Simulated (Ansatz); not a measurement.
**A hypothetical structure for BaTiBH**

This structure for BaTiBH is made up. Its elements were placed in a known structure type with a cell scaled to their sizes. What cell does the guess relax to, and how far off was it?

Method: DFT, PBE, plane-wave PAW, files of the set soft_1, scalar-relativistic, no spin, cell and ions relaxed at zero pressure; PAW set soft_1, in Ansatz 0.2.0.

## (1) Starting point

Symmetry: P3m1, No. 156, trigonal system. Conventional cell: a = 4.151 Å, b = 4.151 Å, c = 4.985 Å, α = 90.00°, β = 90.00°, γ = 120.00°. Nearest to Ba lie 3 H at 2.47 Å and 3 B at 3.26 Å. Ti has 3 B at 2.44 Å nearest. B has 1 H at 1.60 Å and 3 Ti at 2.44 Å and 3 Ba at 3.26 Å nearest. Nearest to H lie 1 B at 1.60 Å and 3 Ba at 2.47 Å. Farther neighbours are not listed.

Structure file:

```cif
data_structure
_symmetry_space_group_name_H-M 'P 1'
_symmetry_Int_Tables_number 1
_cell_length_a 4.1510
_cell_length_b 4.1510
_cell_length_c 4.9850
_cell_angle_alpha 90.000
_cell_angle_beta 90.000
_cell_angle_gamma 120.000
_cell_volume 74.39
loop_
_atom_site_label
_atom_site_type_symbol
_atom_site_fract_x
_atom_site_fract_y
_atom_site_fract_z
_atom_site_occupancy
Ba1 Ba 0.00000 0.00000 0.98830 1
Ti2 Ti 0.33333 0.66667 0.45360 1
B3 B 0.66667 0.33333 0.54520 1
H4 H 0.66667 0.33333 0.86530 1
```

## (2) Relaxing cell and atoms

The guessed cell has no reason to be at equilibrium. It is relaxed with the atoms, within the space group of the guess.

File input.yaml:

```yaml
crystal:
  lattice:
    - [4.151, 0.0, 0.0]
    - [-2.0755, 3.594871451, 0.0]
    - [0.0, 0.0, 4.985]
  atoms:
    - { symbol: Ba, position: [0.0, 0.0, 0.9883] }
    - { symbol: Ti, position: [0.333333333, 0.666666667, 0.4536] }
    - { symbol: B, position: [0.666666667, 0.333333333, 0.5452] }
    - { symbol: H, position: [0.666666667, 0.333333333, 0.8653] }
kpoints:
  mp_grid: { grid: [7, 7, 6] }
scf:
  occupations: { method: fermi_dirac, width: 0.05 }
hamiltonian:
  xc: pbe
  pseudopotentials: { kind: paw, azcp: { folder: soft_1 } }
relax:
  f_tol: 0.015
  max_steps: 70
  cell: {}
output:
  forces: true
  stress: true
```

Started as:

```sh
ansatz run input.yaml --threads 4 --pin off --max-ram 8192MiB --backend cpu --events-out ev --progress --plain --runs-dir out
```

Numbers of over 12 decimals in the logs are rounded to 6 here.

Log:

```text
Engine: ansatz 0.2.0, aarch64-unknown-linux-gnu
Pseudopotentials: kind: paw
Pseudopotential: Ba, paw, valence charge 10, recommended cutoff 420 eV (normal), soft_1/Ba.paw.azcp
Pseudopotential: Ti, paw, valence charge 12, recommended cutoff 420 eV (normal), soft_1/Ti.paw.azcp
Pseudopotential: B, paw, valence charge 3, recommended cutoff 420 eV (normal), soft_1/B.paw.azcp
Pseudopotential: H, paw, valence charge 1, recommended cutoff 420 eV (normal), soft_1/H.paw.azcp
Functional definition: PBE
  parameter kappa = 0.804
  parameter beta = 0.066725
  exchange = pbe_x(kappa = kappa, mu = beta*pi^2/3)
  correlation = pbe_c(beta = beta)
Crystal: 4 atoms, lattice volume = 74.388 Å³
Basis set: ecut = 420 eV, 1427 PW (Γ), exchange–correlation on 60×60×72 points (8 copies of the dense FFT grid, shifted against one another)
Bands: 17, of which v1, the nominal top of the filled ones, is band 13 counted from 1 (12 counted from 0)
Symmetry: 6 space group operations
Space group: P3m1 (ITA 156), of the structure as read, at distance tolerance 4.2e-5 Å
k-points: 40 of 294 (time reversal used)
Non-local potential: Ba, projectors of the file, l = 0: 3, l = 1: 2, l = 2: 2, l = 3: 2
Non-local potential: Ti, projectors of the file, l = 0: 3, l = 1: 2, l = 2: 3, l = 3: 1
Non-local potential: B, projectors of the file, l = 0: 2, l = 1: 2, l = 2: 1
Non-local potential: H, projectors of the file, l = 0: 2, l = 1: 1
PAW form: soft (Blöchl's): semilocal exchange-correlation on the pseudo side does not see the compensation charge
PAW one-centre angular grid: Ba, 194 points (default); XC on 64 Gauss nodes
PAW one-centre angular grid: Ti, 590 points (default); XC on 64 Gauss nodes
PAW one-centre angular grid: B, 110 points (default); XC on 64 Gauss nodes
PAW one-centre angular grid: H, 110 points (default); XC on 64 Gauss nodes
Initial density: superposition of atomic densities (chi_scale 0.1, normalization cell, long waves kept (reshape's long-wave potential 0.00 eV rms))
Initial wavefunctions: pseudopotential atomic-orbital guess
Functional: x = pbe(κ = 0.804, μ = 0.219515), c = pbe(β = 0.066725)
SCF iter   1: F=—  HF=-8621.170843 eV  |F-HF|=—  |Δ(HF+E_count)|=         —  Δρ=9.51e-2  dr2=1.21e1  ethr=3.10e-3  ⟨swp⟩=6.3  Hψ=3768  notcnv=0
preconditioner: auto → Kerker (q_TF=auto, 2.290 Å⁻¹)  [metal: Δε(μ)=0.050 eV  Ē_g=8.412 eV  σ=0.050 eV  W_gap=0.24  n_scr=20 (ndim 8)  ℏωp=17.2 eV  f_vac=0.000  D(μ)=2.77/eV (n_scr^D=22)]
SCF iter   2: F=—  HF=-8619.520636 eV  |F-HF|=—  |Δ(HF+E_count)|=    1.65e0  Δρ=5.63e-2  dr2=2.68e0  ethr=3.10e-3  ⟨swp⟩=3.8  Hψ=1972  notcnv=0
SCF iter   3: F=—  HF=-8619.248841 eV  |F-HF|=—  |Δ(HF+E_count)|=   2.72e-1  Δρ=1.84e-2  dr2=3.97e-1  ethr=3.10e-3  ⟨swp⟩=3.0  Hψ=1752  notcnv=0
SCF iter   4: F=—  HF=-8619.255023 eV  |F-HF|=—  |Δ(HF+E_count)|=   6.18e-3  Δρ=1.91e-2  dr2=3.83e-1  ethr=1.53e-3  ⟨swp⟩=2.4  Hψ=1036  notcnv=0
SCF iter   5: F=—  HF=-8619.218661 eV  |F-HF|=—  |Δ(HF+E_count)|=   3.64e-2  Δρ=7.45e-3  dr2=5.70e-2  ethr=1.47e-3  ⟨swp⟩=2.0  Hψ=1080  notcnv=0
SCF iter   6: F=—  HF=-8619.212343 eV  |F-HF|=—  |Δ(HF+E_count)|=   6.32e-3  Δρ=1.35e-3  dr2=1.79e-3  ethr=2.19e-4  ⟨swp⟩=2.1  Hψ=940  notcnv=0
SCF iter   7: F=—  HF=-8619.212189 eV  |F-HF|=—  |Δ(HF+E_count)|=   1.54e-4  Δρ=3.32e-4  dr2=1.19e-4  ethr=6.89e-6  ⟨swp⟩=2.0  Hψ=811  notcnv=0
SCF iter   8: F=—  HF=-8619.212182 eV  |F-HF|=—  |Δ(HF+E_count)|=   7.05e-6  Δρ=5.77e-5  dr2=3.49e-6  ethr=4.58e-7  ⟨swp⟩=2.0  Hψ=791  notcnv=0
SCF iter   9: F=—  HF=-8619.212187 eV  |F-HF|=—  |Δ(HF+E_count)|=   4.84e-6  Δρ=9.43e-6  dr2=9.03e-8  ethr=3.85e-10  ⟨swp⟩=3.8  Hψ=2876  notcnv=0
SCF iter  10: F=-8619.212187 eV  HF=-8619.212187 eV  |F-HF|=2.26e-9  |Δ(HF+E_count)|=   1.63e-8  Δρ=2.19e-6  dr2=5.80e-9  ethr=3.47e-10  ⟨swp⟩=2.3  Hψ=2279  notcnv=0
SCF 1 converged in 10 iterations: F = -8619.212187 eV  dr2 = 5.80e-9
  greatest PAW one-centre occupation: 0.999 electrons in one spin orbital (limit 2), on the Ti atom at site 1 (counted from 0), in its partial waves of l = 0
relax step   1: F+E_penalty+E_count = -8619.21218668 eV  Δ(F+E_penalty+E_count) = +0.000e0 eV  max|allowed force component| = 1.807e0 eV/Å  Δτ_max = 0.0000 Å  P = -3.704 GPa  Ω = 74.388 Å³  (10 SCF iters, dr2 threshold 1.00e-7 eV, accepted)
Crystal: 4 atoms, lattice volume = 72.149 Å³
Basis set: ecut = 420 eV, 1385 PW (Γ), exchange–correlation on 60×60×72 points (8 copies of the dense FFT grid, shifted against one another)
Initial density: handed on by an earlier stage of this run
Initial wavefunctions: those handed on with the density
iter 1 solved again at ethr=2.71e-3 eV; its pass at ethr=3.10e-3 eV (dr2=7.05e-1 eV) is discarded
SCF iter   1: F=—  HF=-8619.699339 eV  |F-HF|=—  |Δ(HF+E_count)|=         —  Δρ=2.90e-2  dr2=7.12e-1  ethr=2.71e-3  ⟨swp⟩=1.0  Hψ=4487  notcnv=0
preconditioner: auto → Kerker (q_TF=auto, 2.302 Å⁻¹)  [metal: Δε(μ)=0.021 eV  Ē_g=7.633 eV  σ=0.050 eV  W_gap=0.10  n_scr=20 (ndim 8)  ℏωp=17.5 eV  f_vac=0.000  D(μ)=2.82/eV (n_scr^D=22)]
SCF iter   2: F=—  HF=-8619.597324 eV  |F-HF|=—  |Δ(HF+E_count)|=   1.02e-1  Δρ=1.47e-2  dr2=1.77e-1  ethr=2.71e-3  ⟨swp⟩=2.0  Hψ=908  notcnv=0
SCF iter   3: F=—  HF=-8619.566581 eV  |F-HF|=—  |Δ(HF+E_count)|=   3.07e-2  Δρ=2.59e-3  dr2=1.01e-2  ethr=6.82e-4  ⟨swp⟩=2.3  Hψ=1156  notcnv=0
SCF iter   4: F=—  HF=-8619.565177 eV  |F-HF|=—  |Δ(HF+E_count)|=   1.40e-3  Δρ=8.27e-4  dr2=1.04e-3  ethr=3.88e-5  ⟨swp⟩=2.1  Hψ=1060  notcnv=0
SCF iter   5: F=—  HF=-8619.565157 eV  |F-HF|=—  |Δ(HF+E_count)|=   1.94e-5  Δρ=3.17e-4  dr2=9.76e-5  ethr=3.99e-6  ⟨swp⟩=2.7  Hψ=1005  notcnv=0
SCF iter   6: F=—  HF=-8619.565164 eV  |F-HF|=—  |Δ(HF+E_count)|=   6.58e-6  Δρ=8.74e-5  dr2=6.66e-6  ethr=3.75e-7  ⟨swp⟩=2.9  Hψ=1181  notcnv=0
SCF iter   7: F=—  HF=-8619.565165 eV  |F-HF|=—  |Δ(HF+E_count)|=   1.22e-6  Δρ=2.51e-5  dr2=5.07e-7  ethr=2.56e-8  ⟨swp⟩=2.4  Hψ=1157  notcnv=0
SCF iter   8: F=-8619.565165 eV  HF=-8619.565165 eV  |F-HF|=2.16e-8  |Δ(HF+E_count)|=   1.52e-7  Δρ=7.13e-6  dr2=5.28e-8  ethr=1.54e-9  ⟨swp⟩=4.0  Hψ=2053  notcnv=0
SCF 2 converged in 8 iterations: F = -8619.565165 eV  dr2 = 5.28e-8
relax step   2: F+E_penalty+E_count = -8619.56516540 eV  Δ(F+E_penalty+E_count) = -3.530e-1 eV  max|allowed force component| = 1.524e0 eV/Å  Δτ_max = 0.1949 Å  P = +0.153 GPa  Ω = 72.149 Å³  energy of the carried Pulay correction = +7.379e-4 eV  (8 SCF iters, dr2 threshold 4.00e-7 eV, accepted)
Crystal: 4 atoms, lattice volume = 69.920 Å³
iter 1 solved again at ethr=1.43e-3 eV; its pass at ethr=3.10e-3 eV (dr2=3.72e-1 eV) is discarded
[...]
relax step   7: F+E_penalty+E_count = -8620.12141759 eV  Δ(F+E_penalty+E_count) = -5.776e-2 eV  max|allowed force component| = 5.650e-1 eV/Å  Δτ_max = 0.1924 Å  P = -0.522 GPa  Ω = 72.505 Å³  energy of the carried Pulay correction = +6.191e-4 eV  (7 SCF iters, dr2 threshold 4.00e-7 eV, accepted)
relax step   8: F+E_penalty+E_count = -8620.20651244 eV  Δ(F+E_penalty+E_count) = -8.509e-2 eV  max|allowed force component| = 2.738e-1 eV/Å  Δτ_max = 0.0854 Å  P = -0.668 GPa  Ω = 72.575 Å³  energy of the carried Pulay correction = +5.957e-4 eV  (7 SCF iters, dr2 threshold 4.00e-7 eV, accepted)
relax step   9: F+E_penalty+E_count = -8620.25966736 eV  Δ(F+E_penalty+E_count) = -5.315e-2 eV  max|allowed force component| = 1.074e-1 eV/Å  Δτ_max = 0.0596 Å  P = +0.264 GPa  Ω = 71.288 Å³  energy of the carried Pulay correction = +1.028e-3 eV  (6 SCF iters, dr2 threshold 4.00e-7 eV, accepted)
relax step  10: F+E_penalty+E_count = -8620.28788893 eV  Δ(F+E_penalty+E_count) = -2.822e-2 eV  max|allowed force component| = 1.982e-1 eV/Å  Δτ_max = 0.0771 Å  P = +0.179 GPa  Ω = 71.346 Å³  energy of the carried Pulay correction = +1.008e-3 eV  (7 SCF iters, dr2 threshold 4.00e-7 eV, accepted)
relax step  11: F+E_penalty+E_count = -8620.29260934 eV  Δ(F+E_penalty+E_count) = -4.720e-3 eV  max|allowed force component| = 1.987e-1 eV/Å  Δτ_max = 0.0721 Å  P = +0.394 GPa  Ω = 72.316 Å³  energy of the carried Pulay correction = +6.822e-4 eV  (6 SCF iters, dr2 threshold 4.00e-7 eV, accepted)
relax step  12: F+E_penalty+E_count = -8620.29358262 eV  Δ(F+E_penalty+E_count) = -9.733e-4 eV  max|allowed force component| = 3.239e-1 eV/Å  Δτ_max = 0.0235 Å  P = +0.221 GPa  Ω = 72.902 Å³  energy of the carried Pulay correction = +4.872e-4 eV  (6 SCF iters, dr2 threshold 4.00e-7 eV, accepted)
relax step  13: F+E_penalty+E_count = -8620.29742245 eV  Δ(F+E_penalty+E_count) = -3.840e-3 eV  max|allowed force component| = 2.577e-2 eV/Å  Δτ_max = 0.0133 Å  P = -0.084 GPa  Ω = 72.709 Å³  energy of the carried Pulay correction = +5.513e-4 eV  (6 SCF iters, dr2 threshold 4.00e-7 eV, accepted)
relax step  14: F+E_penalty+E_count = -8620.29750719 eV  Δ(F+E_penalty+E_count) = -8.474e-5 eV  max|allowed force component| = 2.043e-3 eV/Å  Δτ_max = 0.0020 Å  P = +0.016 GPa  Ω = 72.591 Å³  energy of the carried Pulay correction = +5.905e-4 eV  (6 SCF iters, dr2 threshold 4.15e-8 eV, accepted)
relax step  15: F+E_penalty+E_count = -8620.31230669 eV  Δ(F+E_penalty+E_count) = -1.480e-2 eV  max|allowed force component| = 4.323e-3 eV/Å  Δτ_max = 0.0000 Å  P = +0.297 GPa  Ω = 72.591 Å³  stress off target by 7.81e-1 GPa  SCF on the basis re-selected at this cell (its energy is not comparable with the rows above)  (8 SCF iters)
relax step  16: F+E_penalty+E_count = -8620.31546037 eV  Δ(F+E_penalty+E_count) = -3.154e-3 eV  max|allowed force component| = 3.475e-2 eV/Å  Δτ_max = 0.0233 Å  P = +0.101 GPa  Ω = 73.199 Å³  energy of the carried Pulay correction = -2.050e-4 eV  (6 SCF iters, dr2 threshold 4.00e-7 eV, accepted)
relax step  17: F+E_penalty+E_count = -8620.31614471 eV  Δ(F+E_penalty+E_count) = -6.843e-4 eV  max|allowed force component| = 1.480e-2 eV/Å  Δτ_max = 0.0112 Å  P = -0.012 GPa  Ω = 73.683 Å³  energy of the carried Pulay correction = -3.675e-4 eV  (6 SCF iters, dr2 threshold 4.00e-7 eV, accepted)
relax step  18: F+E_penalty+E_count = -8620.31621169 eV  Δ(F+E_penalty+E_count) = -6.698e-5 eV  max|allowed force component| = 2.007e-3 eV/Å  Δτ_max = 0.0018 Å  P = +0.003 GPa  Ω = 73.655 Å³  energy of the carried Pulay correction = -3.577e-4 eV  (6 SCF iters, dr2 threshold 2.29e-8 eV, accepted)
iter 1 solved again at ethr=9.24e-6 eV; its pass at ethr=3.10e-3 eV (dr2=2.40e-3 eV) is discarded
SCF iter   1: F=—  HF=-8620.316580 eV  |F-HF|=—  |Δ(HF+E_count)|=         —  Δρ=9.63e-5  dr2=2.70e-7  ethr=9.24e-6  ⟨swp⟩=2.1  Hψ=4903  notcnv=0
eigensolver tolerance schedule: the retry pair's looser diagonalisation over-reported the residual by 8893.45 of it (diagonalisation noise at an unbounded share of the residual, at the tolerance the schedule requests for it); recorded, not acted on — ethr = c·dr2/N_el stays at c = 1.0e-1
preconditioner: auto → Kerker (q_TF=auto, 2.294 Å⁻¹)  [metal: Δε(μ)=0.070 eV  Ē_g=7.981 eV  σ=0.050 eV  W_gap=0.33  n_scr=22 (ndim 8)  ℏωp=17.3 eV  f_vac=0.000  D(μ)=2.24/eV (n_scr^D=22)]
SCF iter   2: F=—  HF=-8620.316611 eV  |F-HF|=—  |Δ(HF+E_count)|=   3.10e-5  Δρ=4.91e-5  dr2=6.76e-8  ethr=1.04e-9  ⟨swp⟩=3.0  Hψ=1520  notcnv=0
SCF iter   3: F=—  HF=-8620.316624 eV  |F-HF|=—  |Δ(HF+E_count)|=   1.37e-5  Δρ=5.72e-6  dr2=2.93e-9  ethr=2.60e-10  ⟨swp⟩=2.0  Hψ=941  notcnv=0
SCF iter   4: F=—  HF=-8620.316625 eV  |F-HF|=—  |Δ(HF+E_count)|=   1.51e-7  Δρ=7.89e-7  dr2=2.48e-10  ethr=1.13e-11  ⟨swp⟩=2.1  Hψ=904  notcnv=0
SCF iter   5: F=—  HF=-8620.316625 eV  |F-HF|=—  |Δ(HF+E_count)|=  2.47e-10  Δρ=3.62e-7  dr2=6.24e-11  ethr=1.00e-12  ⟨swp⟩=2.0  Hψ=1022  notcnv=0
SCF iter   6: F=-8620.316625 eV  HF=-8620.316625 eV  |F-HF|=1.82e-12  |Δ(HF+E_count)|=  1.22e-10  Δρ=4.55e-8  dr2=2.82e-12  ethr=1.00e-12  ⟨swp⟩=4.0  Hψ=2258  notcnv=0
SCF 19 converged in 6 iterations: F = -8620.316625 eV  dr2 = 2.82e-12
relax step  19: F+E_penalty+E_count = -8620.31662458 eV  Δ(F+E_penalty+E_count) = -4.129e-4 eV  max|allowed force component| = 2.487e-3 eV/Å  Δτ_max = 0.0000 Å  P = +0.007 GPa  Ω = 73.655 Å³  stress off target by 1.50e-2 GPa  SCF on the basis re-selected at this cell (its energy is not comparable with the rows above)  (6 SCF iters)
basis re-selected at this cell: Δ(F+E_penalty+E_count) = -4.129e-4 eV, ΔP = +0.004 GPa vs the last step (what re-selecting the basis moved, of the pressure what is left beyond the Pulay correction that the steps carried, after the strain that the cell walked since its last selection, with what the two solves' SCF thresholds leave and, on support functions, any second-order correction that the steps lacked; it is no m [...]
SCF converged after 6 iterations
Free energy (F): -8620.316625 eV
Harris-Foulkes:  -8620.316625 eV  (|F-HF|=1.82e-12)
Internal energy: -8620.297248 eV  (E = F + TS)
E sigma→0 (E₀):  -8620.306936 eV
Entropy (-TS):   -0.019377 eV (-4.844 meV/atom)
Fermi energy:    9.330569 eV
--- Per-component energies (eV) ---
  E_band       = -235.547153
  E_kinetic    = 500.714785
  E_local      = -1631.549502  (includes V_loc(G=0)·N_el)
  E_nonlocal   = 164.649309
  E_hartree    = 635.927673
  E_xc         = -354.545664
  E_vxc        = -321.861081  (∫ρ·V_xc dr)
  E_paw        = -6316.672350  (= ΣΔE_a)
  E_vpaw       = -219.355056  (= ΣTr[D̂ρ^β])
  E_aug_tail   = -0.000953  (compensation charges beyond the density's cutoff)
  E_ewald      = -1618.820545
  E_smearing   = -0.019377  (= −TS)
  E_closure    = 0.000000  (closes the sum)
  Σ components = -8620.316625   (vs F -8620.316625, Δ=0.00e0)
--- Forces (eV/Å), atoms counted from 1 ---
  atom   1  Ba    -0.00000000     0.00000000    -0.00098110
  atom   2  Ti    -0.00000000    -0.00000000    -0.00203743
  atom   3  B      0.00000000     0.00000000     0.00053236
  atom   4  H      0.00000000    -0.00000000     0.00248687
  max |Σ_I F_I| component: 7.08e-7 eV/Å
--- Stress (GPa, compression-positive) ---
        0.002691       0.000000       0.000000
        0.000000       0.002691       0.000000
        0.000000       0.000000       0.014980
  P = ⅓ Tr σ = 0.0068 GPa (0.068 kbar)
--- Relaxed structure (17 steps of the walk, 17 accepted, 2 SCFs on fresh bases) ---
  F+E_penalty+E_count = -8620.31662458 eV   max|allowed force component| = 2.487e-3 eV/Å   (the final SCF, on the basis selected at the relaxed cell)
  cell:  # Å, volume = 73.6546 Å³
    - [3.707817, 0, 7.142586646255554e-17]
    - [-1.853909, 3.211064, -3.571293323127777e-17]
    - [8.577642599885507e-17, 0, 6.186321]
  atoms:
    - { symbol: Ba, position: [1.2082719396577944e-17, -2.77555756156289e-17, 1.126877] }
    - { symbol: Ti, position: [0.333333, 0.666667, 0.576864] }
    - { symbol: B, position: [0.666667, 0.333333, 0.466829] }
    - { symbol: H, position: [0.666667, 0.333333, 0.681830] }
```

It took 30 s on 4 threads of Arm Neoverse V1, shared host; peak memory 0.45 GiB; 1.8 min of CPU time.

Relaxation path:

```tsv
step	energy less that of the first step (eV)	largest force component (eV/Å)	pressure (GPa)	volume (Å³)
1	0.0000	1.8071	-3.70	74.39
2	-0.3530	1.5244	0.15	72.15
3	-0.5080	1.7671	3.37	69.92
4	-0.6321	0.3381	1.13	70.32
5	-0.6944	0.4335	0.50	71.76
6	-0.8515	0.8830	0.09	72.64
7	-0.9092	0.5650	-0.52	72.50
8	-0.9943	0.2738	-0.67	72.58
9	-1.0475	0.1074	0.26	71.29
10	-1.0757	0.1982	0.18	71.35
11	-1.0804	0.1987	0.39	72.32
12	-1.0814	0.3239	0.22	72.90
13	-1.0852	0.0258	-0.08	72.71
14	-1.0853	0.0020	0.02	72.59
15*	-1.1001	0.0043	0.30	72.59
16	-1.1033	0.0347	0.10	73.20
17	-1.1040	0.0148	-0.01	73.68
18	-1.1040	0.0020	0.00	73.65
19*	-1.1044	0.0025	0.01	73.65
```

Relaxation steps marked * repeat the geometry before them on a plane-wave basis chosen anew for their cell, so energy and pressure can jump there.

The run keeps the 6 symmetry operations that it works with, so distortions that break them were not tested.

```tsv
cell as run	before	after	change
a (Å)	4.151	3.708	-10.7 %
b (Å)	4.151	3.708	-10.7 %
c (Å)	4.985	6.186	+24.1 %
volume (Å³/atom)	18.60	18.41	-1.0 %
```

The atoms that moved most (Å, as changes of fractional coordinates times the final cell):

```tsv
atom	dx	dy	dz	length
H4	0.000	0.000	-1.135	1.135
Ba1	0.000	0.000	0.857	0.857
Ti2	0.000	0.000	0.763	0.763
B3	0.000	0.000	-0.485	0.485
```

The relaxed structure:

```xyz
4
Lattice="3.7078 0.0000 0.0000 -1.8539 3.2111 0.0000 0.0000 0.0000 6.1863" Properties=species:S:1:pos:R:3 pbc="T T T"
Ba    0.0000    0.0000    6.9712
Ti    0.0000    2.1407    3.5687
B     1.8539    1.0704    2.8880
H     1.8539    1.0704    4.2180
```

This step gave:

```yaml
free_energy: -8620.3166 eV
energy_at_zero_smearing: -8620.3069 eV
smearing_term_ts: 0.01938 eV
fermi_energy: 9.331 eV
electrons: 26
symmetry_operations: 6
pressure: 0.006788 GPa
```

Shortest distances by pair of elements, guess and relaxed (not always the same contact):

```tsv
pair	guess (Å)	relaxed (Å)
B–H	1.596	1.330
H–Ti	3.155	2.237
B–Ti	2.440	2.246
B–Ba	3.259	3.001
Ba–H	2.474	3.488
```

The relaxation ends with a largest force component of 0.0025 eV/Å and a pressure of 0.01 GPa.

## (3) Summary of results

```
space group, relaxed : P3m1
conventional cell    : a = 3.708, b = 3.708, c = 6.186 Å; α = 90.0°, β = 90.0°, γ = 120.0°
volume per atom      : 18.41 Å³ (guess 18.60)
```

**Reading.** BaTiBH relaxes to P3m1 with a = 3.708, b = 3.708 and c = 6.186 Å. The guessed volume was near the relaxed one. The space group P3m1 was held in the relaxation, so the end point is a stationary structure within it and may be a saddle against distortions or other arrangements. Mesh and cutoff weren't tested. A vector of the cell changed its length by 24 %, so the starting arrangement is largely lost and the mesh was laid for another shape. Spin-orbit coupling is left out, which can matter for elements this heavy. No dispersion term is used, so weakly bound directions may come out too long. The runs have no spin, and magnetism wasn't tested. Nothing here tests whether the compound is stable against decomposition.

[Logs are printed without paths, hosts, clocks, repeated set-up lines and the standing remarks that a program may print on its own settings, such as how far it seeks lower states.]

[Hosts, paths, dates, database ids (printed as entryN), source tags and the programs' standing remarks are cut or masked in the printed files.]
